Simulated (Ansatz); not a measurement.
Planning a run of Ansatz 0.2.0 on Li2HfN2 (P-3m1). The input:

```yaml
crystal:
  lattice:
    - [6.4742419066, 0.0, 0.0]
    - [-3.2371209534, 5.6068579614, 0.0]
    - [0.0, 0.0, 10.84719036]
  atoms:
    - { symbol: Li, position: [0.333333335, 0.166666665, 0.191394285] }
    - { symbol: Li, position: [0.166666665, 0.333333335, 0.308605715] }
    - { symbol: Hf, position: [0.0, 0.0, 0.0] }
    - { symbol: "N", position: [0.333333335, 0.166666665, 0.38969243] }
    - { symbol: "N", position: [0.166666665, 0.333333335, 0.11030757] }
    - { symbol: Li, position: [0.333333335, 0.166666665, 0.691394285] }
    - { symbol: Li, position: [0.166666665, 0.333333335, 0.808605715] }
    - { symbol: Hf, position: [0.0, 0.0, 0.5] }
    - { symbol: "N", position: [0.333333335, 0.166666665, 0.88969243] }
    - { symbol: "N", position: [0.166666665, 0.333333335, 0.61030757] }
    - { symbol: Li, position: [0.333333335, 0.666666665, 0.191394285] }
    - { symbol: Li, position: [0.166666665, 0.833333335, 0.308605715] }
    - { symbol: Hf, position: [0.0, 0.5, 0.0] }
    - { symbol: "N", position: [0.333333335, 0.666666665, 0.38969243] }
    - { symbol: "N", position: [0.166666665, 0.833333335, 0.11030757] }
    - { symbol: Li, position: [0.333333335, 0.666666665, 0.691394285] }
    - { symbol: Li, position: [0.166666665, 0.833333335, 0.808605715] }
    - { symbol: Hf, position: [0.0, 0.5, 0.5] }
    - { symbol: "N", position: [0.333333335, 0.666666665, 0.88969243] }
    - { symbol: "N", position: [0.166666665, 0.833333335, 0.61030757] }
    - { symbol: Li, position: [0.833333335, 0.166666665, 0.191394285] }
    - { symbol: Li, position: [0.666666665, 0.333333335, 0.308605715] }
    - { symbol: Hf, position: [0.5, 0.0, 0.0] }
    - { symbol: "N", position: [0.833333335, 0.166666665, 0.38969243] }
    - { symbol: "N", position: [0.666666665, 0.333333335, 0.11030757] }
    - { symbol: Li, position: [0.833333335, 0.166666665, 0.691394285] }
    - { symbol: Li, position: [0.666666665, 0.333333335, 0.808605715] }
    - { symbol: Hf, position: [0.5, 0.0, 0.5] }
    - { symbol: "N", position: [0.833333335, 0.166666665, 0.88969243] }
    - { symbol: "N", position: [0.666666665, 0.333333335, 0.61030757] }
    - { symbol: Li, position: [0.833333335, 0.666666665, 0.191394285] }
    - { symbol: Li, position: [0.666666665, 0.833333335, 0.308605715] }
    - { symbol: Hf, position: [0.5, 0.5, 0.0] }
    - { symbol: "N", position: [0.833333335, 0.666666665, 0.38969243] }
    - { symbol: "N", position: [0.666666665, 0.833333335, 0.11030757] }
    - { symbol: Li, position: [0.833333335, 0.666666665, 0.691394285] }
    - { symbol: Li, position: [0.666666665, 0.833333335, 0.808605715] }
    - { symbol: Hf, position: [0.5, 0.5, 0.5] }
    - { symbol: "N", position: [0.833333335, 0.666666665, 0.88969243] }
    - { symbol: "N", position: [0.666666665, 0.833333335, 0.61030757] }
kpoints:
  mp_grid: { grid: [3, 3, 1] }
hamiltonian:
  xc: lda
scf:
  occupations: { method: fixed }
gw:
  n_empty_bands: 408
  ecut_chi: 60.0
  qp_bands: [v1, c1]
  qp_kpoints: band_edges
  screening: { model: contour_deformation }
```

```sh
ansatz run input.yaml --threads 16 --pin off --max-ram 36864MiB --backend cpu --events-out ev --progress --plain --runs-dir out
```

Question: How long will it take on 16 threads of Arm Neoverse V2, shared host, and how much memory?

It took 39 s; on shared hardware allow 19 s to 77 s. Peak host memory was 3.6 GiB. The sizes that set the cost: 7669 plane waves a state, 3 irreducible k points, 576 bands summed, 391 plane waves in the screening and 8 SCF cycles.

The screening grows as filled bands × empty bands × pairs of k points, times the square of the screening basis for the matrix.

[Paths, hosts, dates, memory and timing lines, banners, echoed tables and standing remarks are left out of the program output.]

[Logs are printed without paths, hosts, clocks, repeated set-up lines and the standing remarks that a program may print on its own settings, such as how far it seeks lower states.]

[Runs of the session that timed out or met a known fault of the program may be left out.]

[Cells called generated may have been cut or substituted from an entry of the Crystallography Open Database or the Materials Project.]

[Hosts, paths, dates, database ids (printed as entryN), source tags and the programs' standing remarks are cut or masked in the printed files.]
